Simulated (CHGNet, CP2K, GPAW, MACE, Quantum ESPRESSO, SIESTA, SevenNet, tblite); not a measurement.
# Twisted Ti2CO2 MXene bilayer, 38.21° (70 atoms) in tblite

Aim: run twisted Ti2CO2 MXene bilayer, 38.21° (70 atoms) in tblite and see how near its forces come to a plane-wave reference, and at what cost.

Main program and level: tblite 0.8.0; the method is named at each step.

### Step 1. The structure

The cell holds 70 atoms: 14 C, 28 Ti and 28 O. Cell: a = 8.017 Å, b = 8.017 Å, c = 23.800 Å, α = 90.0°, β = 90.0°, γ = 120.0°. It derives from Ti2CO2 (Ti2CO2 MXene). Ti2CO2 MXene (a = 3.03 Å) under Ti2CO2 MXene (a = 3.03 Å), bilayer, commensurate cell of 7 unit cells a layer, twist 38.21 deg; facing planes 2.92 Å apart; 12 Å of vacuum; layers as built, displaced by a Gaussian of 0.01 Å. Then every atom was moved at random, 0.03 Å r.m.s. a Cartesian component. Regions: layer 1, 35 atoms (7 C, 14 Ti and 14 O); layer 2, 35 atoms (7 C, 14 Ti and 14 O). Vacuum lies along c.

The yardstick, on the same geometry:

```
method                                           : Kohn-Sham DFT, PBE, SSSP efficiency 1.3.0 pseudopotentials, plane waves (Quantum ESPRESSO 7.5); sssp-pbe-1.3.0-efficiency, cutoffs 60/480 Ry, Γ point
r.m.s. force component                           : 0.4741 eV/Å
longest force                                    : 1.644 eV/Å
gap (highest filled to lowest empty level) : 0.3976 eV
time                                             : 29 min on 1 thread of Arm Neoverse V2, shared host
CPU time                                         : 29 min
```

### Step 2. GFN1-xTB

Method: GFN1-xTB tight binding, diagonalisation.

Contents of run.py:

```python
import numpy as np
from ase.io import read
from tblite.ase import TBLite

atoms = read("structure.xyz")
atoms.calc = TBLite(method="GFN1-xTB", electronic_temperature=580, accuracy=1.0, max_iterations=250, mixer_damping=0.1, verbosity=1)
energy = atoms.get_potential_energy()
forces = atoms.get_forces()
print(f"energy {energy:.6f} eV")
print("forces (eV/A)")
for i, (a, f) in enumerate(zip(atoms, forces)):
    print(f"{i:4d} {a.symbol:2s} {f[0]:10.5f} {f[1]:10.5f} {f[2]:10.5f}")
print("charges (e)")
print(np.array2string(atoms.get_charges(), precision=4, suppress_small=True, max_line_width=110, threshold=100000))
```

Contents of structure.xyz:

```xyz
70
Lattice="8.01660 0.00000 0.00000 -4.00830 6.94258 0.00000 0.00000 0.00000 23.80000" Properties=species:S:1:pos:R:3 pbc="T T T"
C -3.99688 6.94001 8.22028
Ti 0.57030 1.65164 9.54713
Ti 1.75724 0.29242 6.92413
O 1.72934 0.36810 10.43273
O 0.56092 1.65900 5.96880
C -0.55222 2.93525 8.20386
Ti -0.00685 4.65646 9.57807
Ti 1.15078 3.31300 6.88962
O 1.15162 3.25697 10.38703
O 0.04541 4.67798 5.96785
C -1.15114 5.96263 8.19315
Ti 3.42245 0.67260 9.59854
Ti 0.54421 6.28838 6.92509
O 0.53739 6.27880 10.45463
O 3.45407 0.66892 5.96476
C 2.30225 1.92261 8.27336
Ti 2.89235 3.70713 9.53285
Ti 4.00998 2.28827 6.96745
O 4.01940 2.26168 10.40917
O 2.84393 3.67144 6.03187
C 1.69836 5.00442 8.23004
Ti 2.30858 6.58650 9.51119
Ti 3.43599 5.32524 6.89914
O 3.50361 5.33864 10.38822
O 2.27010 6.59899 6.01212
C 5.21091 0.97758 8.23908
Ti 5.70064 2.61950 9.57284
Ti 6.91159 1.28979 6.92128
O 6.88017 1.30312 10.43630
O 5.72377 2.64429 6.00165
C 4.60169 3.96255 8.22028
Ti -2.88409 5.59954 9.52071
Ti -1.68192 4.31391 6.90581
O -1.68204 4.27996 10.45796
O -2.87700 5.53615 5.97523
C 5.77051 3.88576 15.58733
Ti 4.65628 2.55431 16.84635
Ti 4.07003 4.17041 14.27810
O 4.05119 4.20623 17.78860
O 4.66807 2.58903 13.32871
C 3.43315 5.83031 15.59352
Ti 2.29808 4.54163 16.85992
Ti 1.75010 6.21569 14.29737
O 1.75824 6.22881 17.85119
O 2.33536 4.51608 13.34799
C 2.95989 2.87728 15.56710
Ti 1.75419 1.54209 16.89372
Ti 1.17832 3.25433 14.24168
O 1.23408 3.24455 17.80073
O 1.74501 1.64616 13.40107
C 5.20057 0.89261 15.54307
Ti 0.07091 6.54637 16.89729
Ti 3.51985 1.20801 14.25525
O 3.48349 1.15948 17.78288
O 0.00313 6.50686 13.31872
C 0.60950 4.87022 15.57758
[... 10 atom lines left out ...]
Ti -2.83435 5.54157 16.90062
Ti 0.65852 0.30415 14.30261
O 0.59030 0.18446 17.81882
O -2.82457 5.46881 13.36632
```

The run is started by

```console
> OMP_NUM_THREADS=1 python run.py > output.txt
```

The program printed:

```text
------------------------------------------------------------
  cycle        total energy    energy error   density error
------------------------------------------------------------
      1     -164.4227245689  -1.6455804E+02   1.3055623E+00
      2     -179.7926141568  -1.5369890E+01   1.0146876E+00
      3     -167.2075818792   1.2585032E+01   1.2245682E+00
      4     -185.2888615444  -1.8081280E+01   6.0654443E-01
      5     -80.20888024386   1.0507998E+02   8.0480658E-01
      6     -175.7118278240  -9.5502948E+01   5.5761781E-01
      7     -7.959641104960   1.6775219E+02   9.6236568E-01
      8     -191.5700746357  -1.8361043E+02   8.1068334E-01
      9     -99.97003519110   9.1600039E+01   6.7050505E-01
     10     -193.4882189276  -9.3518184E+01   4.6790406E-01
     11     -191.1384341618   2.3497848E+00   4.0887798E-01
     12     -193.2198685612  -2.0814344E+00   3.1055410E-01
     13     -194.1628501934  -9.4298163E-01   2.6294151E-01
     14     -194.4627686964  -2.9991850E-01   2.4330934E-01
     15     -197.0940284069  -2.6312597E+00   2.3852234E-01
     16     -197.4152641900  -3.2123578E-01   2.2797897E-01
     17     -197.5260102419  -1.1074605E-01   1.9831597E-01
     18     -197.7149712227  -1.8896098E-01   1.5788312E-01
     19     -197.5673422430   1.4762898E-01   1.3731438E-01
     20     -197.9414777079  -3.7413546E-01   1.0908809E-01
     21     -197.9712226531  -2.9744945E-02   9.7423029E-02
     22     -197.9579069958   1.3315657E-02   9.1957067E-02
     23     -198.0315453114  -7.3638316E-02   7.4442931E-02
     24     -198.0688828678  -3.7337556E-02   6.5172862E-02
[...]
42     -198.1600108614  -1.4021019E-05   2.8947922E-04
     43     -198.1600149112  -4.0498651E-06   1.4730042E-04
     44     -198.1600152884  -3.7719317E-07   8.2500975E-05
     45     -198.1600157677  -4.7922376E-07   6.8936287E-05
     46     -198.1600157090   5.8698674E-08   5.3650288E-05
     47     -198.1600158039  -9.4885110E-08   3.8416903E-05
     48     -198.1600157844   1.9491580E-08   2.8120196E-05
     49     -198.1600158781  -9.3699555E-08   1.6545428E-05
------------------------------------------------------------
 total:                                   3.445 sec
energy -5392.208687 eV
forces (eV/A)
   0 C     0.13369   -0.29844   -0.10666
   1 Ti   -0.27493    0.37956    0.49512
   2 Ti    0.08663    0.40252   -0.18695
   3 O     0.23230   -0.28661   -0.69781
   4 O     0.10963    0.06857    1.17468
   5 C     0.00841    0.27267    0.05137
   6 Ti   -0.20552   -0.05929    0.52653
   7 Ti   -0.12687   -0.20159   -0.40932
   8 O     0.08099    0.27213   -0.48843
   9 O    -0.12626   -0.29062    1.15065
  10 C     0.16935   -0.27687    0.19464
  11 Ti   -0.30908    0.13372    0.59616
  12 Ti    0.11933    0.08167   -0.47778
  13 O     0.09535   -0.27852   -0.97355
  14 O    -0.14299   -0.00583    1.27540
  15 C     0.14411    0.29017   -0.77139
  16 Ti   -0.45217   -0.12598   -0.11127
  17 Ti    0.23864   -0.00550   -0.39128
  18 O     0.10259    0.11330   -0.49723
  19 O    -0.04592   -0.13183    1.05999
  20 C     0.26111   -0.56420    0.28424
  21 Ti   -0.26884    0.61059    0.22295
  22 Ti    0.06585   -0.04565   -0.75637
  23 O    -0.12173   -0.43860   -0.37279
[...]
62 Ti   -0.07386   -0.32348   -0.80010
  63 O     0.03282    0.04983   -1.11921
  64 O     0.16471   -0.12513    1.34947
  65 C    -0.30877    0.04880   -0.46511
  66 Ti   -0.29596    0.21885    0.61643
  67 Ti    0.04830   -0.11945   -0.44271
  68 O     0.22210    0.00661   -1.09861
  69 O     0.17020    0.21456    0.90608
charges (e)
[-0.4071  0.6732  0.6375 -0.4539 -0.4586 -0.4136  0.6804  0.6851 -0.4582 -0.4516 -0.4235  0.6839  0.663
 -0.4523 -0.4514 -0.4018  0.639   0.6532 -0.451  -0.4587 -0.4147  0.6353  0.6776 -0.4473 -0.4538 -0.4054
  0.6694  0.6621 -0.4527 -0.4609 -0.4064  0.6423  0.6718 -0.4567 -0.4528 -0.4151  0.6575  0.6694 -0.4573
 -0.4547 -0.4125  0.6585  0.6419 -0.4494 -0.4575 -0.4142  0.6768  0.681  -0.4572 -0.4564 -0.4117  0.6848
  0.6585 -0.4554 -0.4541 -0.4339  0.6565  0.6765 -0.4538 -0.4479 -0.4167  0.6375  0.6262 -0.46   -0.4538
 -0.4117  0.6847  0.6344 -0.451  -0.4609]
```

Elapsed: 3.9 s, on 1 thread of Arm Neoverse V2, shared host; peak memory 0.12 GiB.

Banners, paths, timers and routine set-up lines are dropped from the logs unmarked, and long logs keep their key lines alone; longer cuts are marked.

Numbers from this run, and their distance from the reference:

```yaml
r_m_s_force_component: 0.4696 eV/Å
r_m_s_difference_of_force_components: 548.8 meV/Å
longest_difference_of_force_vectors: 1829 meV/Å
force_difference_over_r_m_s_force: 115.7 %
slope_of_forces_against_the_reference_s: 0.3207
correlation_of_force_components: 0.3238
```

Length of the force difference by element (eV/Å):

| element | atoms | mean | most |
| --- | --- | --- | --- |
| C | 14 | 0.31 | 0.44 |
| O | 28 | 1.1 | 1.8 |
| Ti | 28 | 0.82 | 1.5 |

Local excerpt of 9 atoms (numbers count through the whole input) about Ti63, whose charge lies farthest from its element's mean; x, y, z are measured from there.

| atom | x | y | z | distance (Å) | bonds | Mulliken charge (e) | Fx | Fy | Fz (eV/Å) |
| --- | --- | --- | --- | --- | --- | --- | --- | --- | --- |
| Ti63 | 0.00 | 0.00 | 0.00 | 0.00 | 6 | 0.63 | -0.07 | -0.32 | -0.80 |
| O65 | 0.48 | -1.66 | -1.01 | 2.00 | 3 | -0.45 | 0.16 | -0.13 | 1.35 |
| O40 | -1.71 | 0.35 | -0.99 | 2.01 | 3 | -0.45 | -0.14 | -0.13 | 1.08 |
| O60 | 1.20 | 1.31 | -0.98 | 2.03 | 3 | -0.45 | -0.31 | 0.05 | 1.00 |
| C51 | -1.18 | -1.34 | 1.22 | 2.16 | 6 | -0.41 | 0.06 | -0.05 | 0.08 |
| C36 | -0.61 | 1.65 | 1.27 | 2.17 | 6 | -0.42 | 0.22 | -0.34 | -0.21 |
| C61 | 1.71 | -0.36 | 1.29 | 2.17 | 6 | -0.42 | -0.21 | -0.11 | -0.28 |
| Ti58 | 0.53 | 2.92 | -0.09 | 2.97 | 6 | 0.68 | 0.00 | 0.66 | -0.73 |
| Ti48 | 2.82 | 1.02 | -0.08 | 3.00 | 6 | 0.68 | 0.53 | 0.24 | -0.80 |

Atoms are counted from 1 here, from 0 in the log.

Forces lie 116 % from the reference's, at 0.0023 times its CPU time.

### Step 3. Outcome

```
force difference from the reference : tblite GFN1-xTB, 116 %
its CPU time                        : 3.9 s
```

Tight binding differs by 116 % (tblite GFN1-xTB); it is another model, with fitted parameters of its own, and the xTB methods hold dispersion. One electronic-structure run takes under half the reference's CPU time: tblite GFN1-xTB, at 116 % in 3.9 s against 29 min, too far off to be of use. Periodic xTB results under one method name differ between programs and library versions. The reference's PBE has no dispersion term, which matters for the binding between molecules or layers. The runs have no spin polarisation, so any moments at edges, vacancies or dangling bonds can't form. The electronic-structure runs sample only Γ, in a cell whose shortest periodic width is 7 Å.

[Also dropped from logs without a mark: logging warnings of Python, and SIESTA's first energy breakdown and zero terms.]

[Logs are printed without paths, hosts, clocks, repeated set-up lines and the standing remarks that a program may print on its own settings, such as how far it seeks lower states.]

[Hosts, paths, dates, database ids (printed as entryN), source tags and the programs' standing remarks are cut or masked in the printed files.]
